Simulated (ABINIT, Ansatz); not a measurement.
# Li3OCl (Pm-3m): bands and cutoff in G0W0 with ABINIT, part 2 of 2

Aim: raise bands and screening cutoff together for Li3OCl (Pm-3m) and follow gap and time.

ABINIT 10.8.3; PBEsol and many-body steps on it, plane waves. Known limits of the many-body steps: not at the basis limit; coarse k mesh.

So far. Step 3 (Screening, 4×4×4 mesh, 27 bands, screening to 62.6 eV): Local fields lower ε∞ by 10 %. On a Γ-centred mesh this coarse the value itself is usually too large, while a short band sum pulls it down. Step 4 (27 bands, 62.6 eV): The gap on the mesh goes from 4.61 eV to 6.96 eV, a correction of +2.35 eV.

### Step 6. 66 bands, 114.3 eV

This step: G0W0 on PBEsol, plane waves, norm-conserving pseudopotentials.

Input file run.abi:

```
acell 3*1.0 Angstrom
rprim 
  3.908337000000 0.000000000000 0.000000000000
  0.000000000000 3.908337000000 0.000000000000
  0.000000000000 0.000000000000 3.908337000000
ntypat 3
znucl 3 17 8
natom 5
typat 1 1 1 2 3
xred 
  0.000000000000 0.500000000000 0.500000000000
  0.500000000000 0.000000000000 0.500000000000
  0.500000000000 0.500000000000 0.000000000000
  0.000000000000 0.000000000000 0.000000000000
  0.500000000000 0.500000000000 0.500000000000
pp_dirpath "pseudos"
pseudos "Li.upf, Cl.upf, O.upf"
ecut 36
ngkpt 4 4 4
nshiftk 1
shiftk 0 0 0
kptopt 1
chksymbreak 0
istwfk *1
occopt 1
irdwfk 1
optdriver 4
nband 66
gwcalctyp 0
ecutsigx 36
symsigma 1
nkptgw 2
kptgw 
  0.5000000000 0.5000000000 0.0000000000
  0.0000000000 0.0000000000 0.0000000000
bdgw 
  10 13
  9 14
ecuteps 4.2
irdscr 1
ppmodel 1
indata_prefix "in"
outdata_prefix "out"
tmpdata_prefix "tmp"
```

Run with:

```console
$ OMP_NUM_THREADS=1 mpirun -n 4 abinit run.abi > log
```

The program printed:

```text
.Version 10.8.3 of ABINIT. v10.8.2 released Aug 2026.

 Symmetries : space group Pm -3 m (#221); Bravais cP (primitive cubic)
[... echo of the input left out ...]
== DATASET  1 ==================================================================
-   mpi_nproc: 4, omp_nthreads: 1 (-1 if OMP is not activated)

--- !DatasetInfo
iteration_state: {dtset: 1, }
dimensions: {natom: 5, nkpt: 10, mband: 66, nsppol: 1, nspinor: 1, nspden: 1, mpw: 4224, }
cutoff_energies: {ecut:  36.0, pawecutdg:  -1.0, }
electrons: {nelect:   2.20000000E+01, charge:   0.00000000E+00, occopt:   1.00000000E+00, tsmear:   1.00000000E-02, }

 SIGMA: Calculation of the GW corrections

 Based on a program developped by R.W. Godby, V. Olevano, G. Onida, and L. Reining.
 Incorporated in ABINIT by V. Olevano, G.-M. Rignanese, and M. Torrent.
.Using double precision arithmetic ; gwpc =  8

[... cell and pseudopotentials left out ...]
--------------------------------------------------------------------------------

 ==== K-mesh for the wavefunctions ====
 Number of points in the irreducible wedge :    10
[... list of points left out ...]
 Together with 48 symmetry operations and time-reversal symmetry
 yields    64 points in the full Brillouin Zone.

 ==== Q-mesh for screening function ====
 Number of points in the irreducible wedge :    10
[... list of points left out ...]
 Together with 48 symmetry operations and time-reversal symmetry
 yields    64 points in the full Brillouin Zone.

 vcoul_init : cutoff-mode = AUXILIARY_FUNCTION
 q-points for optical limit:   1
     1)      0.000010    0.000020    0.000030
 setmesh: FFT mesh size selected  =    40x   40x   40
          total number of points  =        64000

 Number of electrons calculated from density =   22.0000; Expected =   22.0000
[...]
number of omega for Sigma on real axis              0
 max omega for Sigma on real axis  [eV]           0.00
 zcut for avoiding poles [eV]                     0.10

 EPSILON^-1 parameters (SCR file):
 dimension of the eps^-1 matrix on file            171
 dimension of the eps^-1 matrix used               171
 number of plane-waves for wavefunctions          4139
 number of bands                                    66
 number of q-points in IBZ                          10
 number of frequencies                               2
 number of real frequencies                          1
 number of imag frequencies                          1

 matrix elements of self-energy operator (all in [eV])

 Perturbative Calculation

--- !SelfEnergy_ee
iteration_state: {dtset: 1, }
kpoint     : [   0.500,    0.500,    0.000, ]
spin       : 1
KS_gap     :    4.712
QP_gap     :    6.854
Delta_QP_KS:    2.142
data: !SigmaeeData |
     Band     E0 <VxcDFT>   SigX SigC(E0)      Z dSigC/dE  Sig(E)    E-E0       E
       10   1.281 -18.122 -23.553   4.088   0.779  -0.283 -19.168  -1.047   0.235
       11   1.281 -18.122 -23.553   4.088   0.779  -0.283 -19.168  -1.047   0.235
       12   5.994  -8.285  -3.738  -3.258   0.850  -0.177  -7.189   1.095   7.089
[...]
--- !SelfEnergy_ee
iteration_state: {dtset: 1, }
kpoint     : [   0.000,    0.000,    0.000, ]
spin       : 1
KS_gap     :    5.114
QP_gap     :    7.289
Delta_QP_KS:    2.175
data: !SigmaeeData |
     Band     E0 <VxcDFT>   SigX SigC(E0)      Z dSigC/dE  Sig(E)    E-E0       E
[...]
13   8.154  -8.619  -3.889  -3.330   0.847  -0.181  -7.433   1.187   9.340
       14   8.154  -8.619  -3.889  -3.330   0.847  -0.181  -7.433   1.187   9.340

== END DATASET(S) ==============================================================
================================================================================

 -outvars: echo values of variables after computation  --------
           etotal      0.0000000000E+00
            nband          66
             nkpt          10
          spgroup         221
 [... the other variables as echoed above ...]

 Calculation completed.
```

The job ended after 15 s (4 MPI ranks of Intel Xeon Platinum 8259CL at 2.50GHz (Skylake/Cascade Lake), shared host; peak memory 0.74 GiB).

Numbers from this step:

| Item | Value |
| --- | --- |
| G0W0 gap on the points computed | 6.709 eV |
| starting gap on the mesh | 4.610 eV |
| k of the valence top | 0.5, 0.5, 0 |
| k of the conduction bottom | 0, 0, 0 |
| Z at the valence top | 0.779 |
| Z at the conduction bottom | 0.841 |
| least direct G0W0 gap on the computed points | 6.854 eV |

Against G0W0 in ABINIT (4×4×4 mesh, 27 bands, screening to 62.6 eV, Godby-Needs plasmon pole), the gap moves by −0.252 eV.

### Step 7. Screening, 4×4×4 mesh, 146 bands, screening to 176.9 eV

This step: RPA screening on PBEsol, plane waves, norm-conserving pseudopotentials.

Edit run.abi of step 6 so:

```diff
@@ -26,17 +26,8 @@
 irdwfk 1
-optdriver 4
-nband 66
-gwcalctyp 0
-ecutsigx 36
-symsigma 1
-nkptgw 2
-kptgw 
-  0.5000000000 0.5000000000 0.0000000000
-  0.0000000000 0.0000000000 0.0000000000
-bdgw 
-  10 13
-  9 14
-ecuteps 4.2
-irdscr 1
-ppmodel 1
+optdriver 3
+nband 146
+ecuteps 6.5
+inclvkb 2
+awtr 1
+symchi 1
 indata_prefix "in"
```

The program printed:

```text
.Version 10.8.3 of ABINIT. v10.8.2 released Aug 2026.

 Symmetries : space group Pm -3 m (#221); Bravais cP (primitive cubic)
[... echo of the input left out ...]
== DATASET  1 ==================================================================
-   mpi_nproc: 4, omp_nthreads: 1 (-1 if OMP is not activated)

--- !DatasetInfo
iteration_state: {dtset: 1, }
dimensions: {natom: 5, nkpt: 10, mband: 146, nsppol: 1, nspinor: 1, nspden: 1, mpw: 4224, }
cutoff_energies: {ecut:  36.0, pawecutdg:  -1.0, }
[...]
--------------------------------------------------------------------------------
[... chi0 elements left out ...]
 For q-point:  0.000010 0.000020 0.000030
  dielectric constant =   3.0131
  dielectric constant without local fields =   3.4093

  Average fulfillment of the sum rule on Im[epsilon] for q-point    1 :     74.80  [%]
[... wings left out ...]
  q-point number  2        q = ( 0.250000, 0.000000, 0.000000) [r.l.u.]
--------------------------------------------------------------------------------
[... chi0 elements left out ...]
  Average fulfillment of the sum rule on Im[epsilon] for q-point    2 :     82.44  [%]

 [... 8 further q-points ...]
```

Wall time 1.9 min (4 MPI ranks); peak memory 1.3 GiB; 7.7 min of CPU time.

This step gave:

| Item | Value |
| --- | --- |
| ε∞ with local fields, on this mesh, along the program's q direction | 3.013 |
| the same without local fields | 3.409 |
| plasma frequency | 22.54 eV |
| plane waves in the screening matrix | 305 |

### Step 8. 146 bands, 176.9 eV

This step: G0W0 on PBEsol, plane waves, norm-conserving pseudopotentials.

Edit run.abi of step 7 so:

```diff
@@ -26,8 +26,17 @@
 irdwfk 1
-optdriver 3
+optdriver 4
 nband 146
+gwcalctyp 0
+ecutsigx 36
+symsigma 1
+nkptgw 2
+kptgw 
+  0.5000000000 0.5000000000 0.0000000000
+  0.0000000000 0.0000000000 0.0000000000
+bdgw 
+  10 13
+  9 14
 ecuteps 6.5
-inclvkb 2
-awtr 1
-symchi 1
+irdscr 1
+ppmodel 1
 indata_prefix "in"
```

The program printed:

```text
.Version 10.8.3 of ABINIT. v10.8.2 released Aug 2026.

 Symmetries : space group Pm -3 m (#221); Bravais cP (primitive cubic)
[... echo of the input left out ...]
== DATASET  1 ==================================================================
-   mpi_nproc: 4, omp_nthreads: 1 (-1 if OMP is not activated)

--- !DatasetInfo
iteration_state: {dtset: 1, }
dimensions: {natom: 5, nkpt: 10, mband: 146, nsppol: 1, nspinor: 1, nspden: 1, mpw: 4224, }
cutoff_energies: {ecut:  36.0, pawecutdg:  -1.0, }
[...]
Band     E0 <VxcDFT>   SigX SigC(E0)      Z dSigC/dE  Sig(E)    E-E0       E
[...]
13   8.154  -8.619  -3.889  -3.549   0.845  -0.184  -7.622   0.998   9.151
       14   8.154  -8.619  -3.889  -3.549   0.845  -0.184  -7.622   0.998   9.151

== END DATASET(S) ==============================================================
================================================================================

 -outvars: echo values of variables after computation  --------
           etotal      0.0000000000E+00
            nband         146
             nkpt          10
          spgroup         221
 [... the other variables as echoed above ...]

 Calculation completed.
```

Wall time 40 s (4 MPI ranks); peak memory 1.4 GiB.

This step gave:

```
G0W0 gap on the points computed              : 6.797 eV
starting gap on the mesh                     : 4.610 eV
k of the valence top                         : 0.5, 0.5, 0
k of the conduction bottom                   : 0, 0, 0
least direct G0W0 gap on the computed points : 6.933 eV
```

Against G0W0 in ABINIT (4×4×4 mesh, 66 bands, screening to 114.3 eV, Godby-Needs plasmon pole), the gap moves by +0.088 eV.

### Step 9. Side by side

Times are wall times on 4 MPI ranks of Intel Xeon Platinum 8259CL at 2.50GHz (Skylake/Cascade Lake), shared host. The host was busy with other work, so they are no guide to cost. A run's time includes the screening step that it read.

```csv
run,mesh,bands,screening cutoff (eV),DFT gap (eV),gap on the mesh (eV),direct (eV),ε∞ used,time
"27 bands, 62.6 eV",4×4×4,27,62.6,4.610,6.961,7.163,2.98,24 s
"66 bands, 114.3 eV",4×4×4,66,114.3,4.610,6.709,6.854,3.01,48 s
"146 bands, 176.9 eV",4×4×4,146,176.9,4.610,6.797,6.933,3.01,2.6 min
```

### Step 10. Summary of results

```yaml
27_bands_62p6_ev: 6.961 eV
66_bands_114p3_ev: 6.709 eV
146_bands_176p9_ev: 6.797 eV
known_limits: not at the basis limit; coarse k mesh
```

From the first rung to the last the gap moves by −0.16 eV for 6.5 times the time. The gap turns back along the series, so no limit is drawn from it. In the first G0W0 run levels were corrected at 2 k points alone, so a gap called «on the mesh» is the least over those, and an edge elsewhere would be missed. The 4×4×4 mesh is coarse for this cell, which bears on the long-range parts of exchange and screening.

[Paths, hosts, dates, memory and timing lines, banners, echoed tables and standing remarks are left out of the program output.]

[Logs are printed without paths, hosts, clocks, repeated set-up lines and the standing remarks that a program may print on its own settings, such as how far it seeks lower states.]

[Runs of the session that timed out or met a known fault of the program may be left out.]

[No measured gap is set beside runs whose start may be inverted or whose files or cutoffs have a known fault.]

[Hosts, paths, dates, database ids (printed as entryN), source tags and the programs' standing remarks are cut or masked in the printed files.]

[G0W0 gaps are taken among the corrected bands and points alone; a level outside them can change the order at an edge.]

[Where Ansatz stands beside ABINIT at settings called matched, ABINIT's density can come from a denser mesh and the files from another edition; pairs whose starting gaps differed by over 0.03 eV were left out, so agreement reads better than it is.]
